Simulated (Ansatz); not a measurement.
# Li on Ru(0001): change of the work function, part 3 of 3

Wanted: Δφ(θ) for Li/Ru(0001), starting from the fcc site.

Ansatz 0.2.0; plane-wave DFT, PBE, Ansatz PAW.

So far, work function, upper face (eV): step 2 (the clean slab) 5.05; step 3 (17 atoms, coverage 0.25 ML, cell 2x2) 2.31.

## (4) Adsorbate added, k-mesh 12×12×1, coverage 1 ML

System of this step: Li/Ru(0001). The cell holds 5 atoms: 4 Ru and 1 Li. Its edges and angles: a = 2.700 Å, b = 2.700 Å, c = 26.734 Å, α = 90.0°, β = 90.0°, γ = 60.0°. Vacuum lies along c.

Another coverage, to see how the dipoles act on each other as their distance changes.

Contents of input.yaml:

```yaml
crystal:
  lattice:
    - [2.7, 0.0, 0.0]
    - [1.35, 2.3382685902, 0.0]
    - [0.0, 0.0, 26.733925544]
  atoms:
    - { symbol: Ru, position: [0.6666666667, 0.6666666667, 0.3366508964] }
    - { symbol: Ru, position: [0.0, 0.0, 0.4166391495] }
    - { symbol: Ru, position: [0.6666666667, 0.6666666667, 0.4973526512] }
    - { symbol: Ru, position: [0.0, 0.0, 0.5753478749] }
    - { symbol: Li, position: [0.3333333333, 0.3333333333, 0.6633491036] }
kpoints:
  mp_grid: { grid: [12, 12, 1] }
hamiltonian:
  xc: pbe
scf:
  occupations: { method: fermi_dirac, width: 0.1 }
  convergence: { dr2_threshold: 1.0e-08 }
efield:
  axis: 3
  dipole_correction: true
  ramp_position: 0.97
  ramp_width: 0.06
relax:
  f_tol: 0.02
  max_steps: 60
  constraints: [{ sites: [0, 1] }]
output:
  write_potential: true
  write_density: true
  volumetric_format: npy
```

On the command line:

```console
$ ansatz run input.yaml --threads 4 --pin off --max-ram 6144MiB --backend cpu --events-out ev --progress --plain --runs-dir out
```

Numbers of over 12 decimals in the logs are rounded to 6 here.

What it wrote:

```text
[...]
Crystal: 5 atoms, lattice volume = 168.780 Å³
Basis set: ecut = 420 eV, 3347 PW (Γ), exchange–correlation on 40×40×360 points (8 copies of the dense FFT grid, shifted against one another)
Bands: 41, of which v1, the nominal top of the filled ones, is band 34 counted from 1 (33 counted from 0)
Symmetry: 6 space group operations
[...]
k-points: 19 of 144 (time reversal used)
[...]
SCF iter   1: F=—  HF=-23717.936608 eV  |F-HF|=—  |Δ(HF+E_count)|=         —  Δρ=1.14e-2  dr2=2.43e0  ethr=1.77e-3  p=0.044 e·Å  D=4.77e-2 V/Å  ΔV_dip=-1.27 eV  dr2_dipole=5.13e-1  V_vac-E_F(+/−)=3.49/4.76 eV  ⟨swp⟩=8.2  Hψ=3567  notcnv=0
[...]
SCF iter  11: F=-23717.893429 eV  HF=-23717.893429 eV  |F-HF|=1.76e-9  |Δ(HF+E_count)|=   2.48e-8  Δρ=8.02e-7  dr2=2.63e-9  ethr=1.49e-11  p=0.042 e·Å  D=4.54e-2 V/Å  ΔV_dip=-1.21 eV  dr2_dipole=2.15e-12  V_vac-E_F(+/−)=3.90/5.11 eV  ⟨swp⟩=9.7  Hψ=5120  notcnv=0
SCF 1 converged in 11 iterations: F = -23717.893429 eV  dr2 = 2.63e-9
[...]
relax step   1: F+E_penalty+E_count = -23717.89342871 eV  Δ(F+E_penalty+E_count) = +0.000e0 eV  max|allowed force component| = 5.711e-1 eV/Å  Δτ_max = 0.0000 Å  (11 SCF iters, accepted)
[...]
SCF iter   1: F=—  HF=-23718.017715 eV  |F-HF|=—  |Δ(HF+E_count)|=         —  Δρ=1.37e-2  dr2=3.72e0  ethr=3.10e-3  p=0.042 e·Å  D=4.54e-2 V/Å  ΔV_dip=-1.21 eV  dr2_dipole=6.84e-1  V_vac-E_F(+/−)=3.99/5.20 eV  ⟨swp⟩=3.9  Hψ=1804  notcnv=0
[...]
SCF iter  11: F=-23717.921135 eV  HF=-23717.921135 eV  |F-HF|=9.10e-9  |Δ(HF+E_count)|=   3.17e-8  Δρ=1.28e-6  dr2=4.94e-9  ethr=1.49e-11  p=0.052 e·Å  D=5.59e-2 V/Å  ΔV_dip=-1.50 eV  dr2_dipole=2.76e-14  V_vac-E_F(+/−)=3.62/5.11 eV  ⟨swp⟩=8.6  Hψ=5916  notcnv=0
SCF 2 converged in 11 iterations: F = -23717.921135 eV  dr2 = 4.94e-9
relax step   2: F+E_penalty+E_count = -23717.92113515 eV  Δ(F+E_penalty+E_count) = -2.771e-2 eV  max|allowed force component| = 2.913e-1 eV/Å  Δτ_max = 0.1949 Å  (11 SCF iters, accepted)
[...]
SCF iter  11: F=-23717.930409 eV  HF=-23717.930409 eV  |F-HF|=4.10e-9  |Δ(HF+E_count)|=   6.20e-9  Δρ=4.19e-7  dr2=9.59e-10  ethr=1.49e-11  p=0.050 e·Å  D=5.33e-2 V/Å  ΔV_dip=-1.43 eV  dr2_dipole=3.28e-10  V_vac-E_F(+/−)=3.70/5.12 eV  ⟨swp⟩=10.0  Hψ=5285  notcnv=0
SCF 3 converged in 11 iterations: F = -23717.930409 eV  dr2 = 9.59e-10
relax step   3: F+E_penalty+E_count = -23717.93040946 eV  Δ(F+E_penalty+E_count) = -9.274e-3 eV  max|allowed force component| = 3.358e-2 eV/Å  Δτ_max = 0.0434 Å  (11 SCF iters, accepted)
SCF iter   1: F=—  HF=-23717.931638 eV  |F-HF|=—  |Δ(HF+E_count)|=         —  Δρ=1.11e-3  dr2=1.66e-2  ethr=1.17e-3  p=0.050 e·Å  D=5.33e-2 V/Å  ΔV_dip=-1.43 eV  dr2_dipole=3.68e-4  V_vac-E_F(+/−)=3.69/5.11 eV  ⟨swp⟩=2.1  Hψ=1173  notcnv=0
[...]
SCF iter   9: F=-23717.930933 eV  HF=-23717.930933 eV  |F-HF|=3.47e-9  |Δ(HF+E_count)|=   6.29e-9  Δρ=6.91e-7  dr2=3.47e-9  ethr=1.49e-11  p=0.049 e·Å  D=5.26e-2 V/Å  ΔV_dip=-1.41 eV  dr2_dipole=1.04e-10  V_vac-E_F(+/−)=3.71/5.12 eV  ⟨swp⟩=9.6  Hψ=5085  notcnv=0
SCF 4 converged in 9 iterations: F = -23717.930933 eV  dr2 = 3.47e-9
relax step   4: F+E_penalty+E_count = -23717.93093264 eV  Δ(F+E_penalty+E_count) = -5.232e-4 eV  max|allowed force component| = 5.895e-3 eV/Å  Δτ_max = 0.0234 Å  (9 SCF iters, accepted)
[...]
SCF converged after 9 iterations
Free energy (F): -23717.930933 eV
[...]
Internal energy: -23717.756926 eV  (E = F + TS)
E sigma→0 (E₀):  -23717.843929 eV
Entropy (-TS):   -0.174007 eV (-34.801 meV/atom)
Fermi energy:    5.189882 eV
Dipole field:    D = 0.052562 V/Å  (p = 0.049027 e·Å, saw-weighted, corrected)
Work function:   Φ+ = 3.7145 eV   Φ− = 5.1198 eV
[...]
--- Forces (eV/Å), atoms counted from 1 ---
  atom   1  Ru     0.00000000     0.00000000     0.37964590
  atom   2  Ru    -0.00000000     0.00000000    -0.37994421
  atom   3  Ru    -0.00000000    -0.00000000     0.00589492
  atom   4  Ru     0.00000000     0.00000000    -0.00325885
  atom   5  Li     0.00000000    -0.00000000    -0.00233746
  max |Σ_I F_I| component: 2.89e-7 eV/Å
--- Band table (eV; the first three rows and the last of 19) ---
  k-point 0: bands = [... 30 lower, 3.2551, 3.2551, 4.0757, 4.3995, 4.3995, 5.1490, 5.3993, 5.3993, ... 3 higher]
  k-point 1: bands = [... 30 lower, 3.3019, 3.4240, 3.9139, 4.2627, 4.3347, 4.9019, 5.0846, 5.3375, ... 3 higher]
  k-point 2: bands = [... 30 lower, 3.3892, 3.6622, 3.9152, 3.9408, 4.4307, 4.5686, 5.1973, 5.2339, ... 3 higher]
  k-point 18: bands = [... 30 lower, 4.0236, 4.5348, 5.4070, 5.8368, 5.8677, 6.3529, 6.3764, 9.1554, ... 3 higher]
--- Relaxed structure (4 steps of the walk, 4 accepted, 0 SCFs on fresh bases) ---
  F+E_penalty+E_count = -23717.93093264 eV   max|allowed force component| = 5.895e-3 eV/Å
  atoms:
    - { symbol: Ru, position: [0.666667, 0.666667, 0.3366508964] }
    - { symbol: Ru, position: [-1.850371707762447e-17, -1.850371707762447e-17, 0.416639] }
    - { symbol: Ru, position: [0.666667, 0.666667, 0.496650] }
    - { symbol: Ru, position: [-1.8040432272968132e-17, -1.8503717077624474e-17, 0.575980] }
    - { symbol: Li, position: [0.333333, 0.333333, 0.657461] }
```

Wall time 4.5 s (4 threads of AMD EPYC 9R45, shared host); peak memory 0.56 GiB.

Step by step:

```csv
step,energy less that of the first step (eV),largest force component (eV/Å)
1,0.0000,0.5711
2,-0.0277,0.2913
3,-0.0370,0.0336
4,-0.0375,0.0059
```

The run keeps the 6 symmetry operations that it works with, so distortions that break them were not tested.

The atoms that moved most (Å):

| atom | dx | dy | dz | length |
| --- | --- | --- | --- | --- |
| Li5 | 0.000 | 0.000 | -0.157 | 0.157 |
| Ru3 | 0.000 | 0.000 | -0.019 | 0.019 |
| Ru4 | 0.000 | 0.000 | 0.017 | 0.017 |

The relaxed structure:

```xyz
5
Lattice="2.7000 0.0000 0.0000 1.3500 2.3383 0.0000 0.0000 0.0000 26.7339" Properties=species:S:1:pos:R:3
Ru    2.7000    1.5588    9.0000
Ru    0.0000    0.0000   11.1384
Ru    2.7000    1.5588   13.2774
Ru    0.0000    0.0000   15.3982
Li    1.3500    0.7794   17.5765
```

Numbers from this step:

```yaml
energy_at_zero_smearing: -23717.8439 eV
work_function_upper_face: 3.714 eV
work_function_lower_face: 5.120 eV
dipole_along_the_normal: 0.04903 e·Å
step_between_the_vacuum_levels: -1.405 eV
```

Running mean over 2.138 Å of the planar mean; the ramp of the sawtooth is left out. Table of electron's electrostatic potential energy less the Fermi level by z:

```csv
z (Å),electron's electrostatic potential energy less the Fermi level (eV)
4,5.12
5,5.11
6,5.03
7,3.99
8,-6.23
9,-14.2
10,-14.6
11,-14.8
12,-14.9
13,-14.8
14,-14.9
15,-14.6
16,-12.2
17,-3.40
18,-1.98
19,1.47
20,3.30
21,3.65
22,3.71
23,3.71
```

The relaxation took 4 steps and lowered the energy by 0.038 eV; the largest force on the free atoms ends at 0.0059 eV/Å.

The covered face has 3.71 eV, -1.33 eV against the clean one; the bare back face has moved by +0.04 eV, a measure of how thin the slab is.

## (5) Work function against coverage

This step: plane-wave DFT, PBE, Ansatz PAW; work function against coverage (Ansatz 0.2.0).

The runs are now put side by side.

This step gave:

```yaml
work_function_of_the_clean_face: 5.046 eV
largest_change_of_the_work_function: -2.738 eV
```

Work function of the covered face against coverage:

```
coverage (adsorbates/nm²)  work function of the covered face (eV)
                     0.00                                    5.05
                     3.96                                    2.31
                    15.84                                    3.71
```

The dipole per adsorbate comes from the change of the cell's dipole. Coverage, by row:

```
coverage (1/nm²)  coverage (ML)  work function (eV)  change (eV)  dipole per adsorbate, positive end outwards (debye)  mean height of the added atoms over the highest substrate atom (Å)
            3.96           0.25               2.308       -2.738                                                1.851                                                               2.154
           15.84              1               3.715       -1.331                                                0.231                                                               2.178
```

## (6) What came out

```yaml
work_function_of_the_clean_face: 5.05 eV
work_function_at_0p25_ml: 2.31 eV
work_function_at_1_ml: 3.71 eV
dipole_per_adsorbate_at_0p25_ml_positive_end_outwards: 1.85 D
```

Li lowers the work function of Ru(0001) at the lowest coverage, by 2.74 eV: the adsorbate layer has its positive end outwards. The slab has 4 layers, at the tabulated experimental lattice constant, one starting site was run, and quantum-size effects of a slab this thin can reach one or two tenths of an eV.

[Logs are printed without paths, hosts, clocks, repeated set-up lines and the standing remarks that a program may print on its own settings, such as how far it seeks lower states.]

[Hosts, paths, dates, database ids (printed as entryN), source tags and the programs' standing remarks are cut or masked in the printed files.]

[Maps of the electrostatic potential energy from Ansatz leave out the sawtooth potential of an applied field or a dipole correction, so their vacuum need not be flat; planar profiles and work functions include it.]
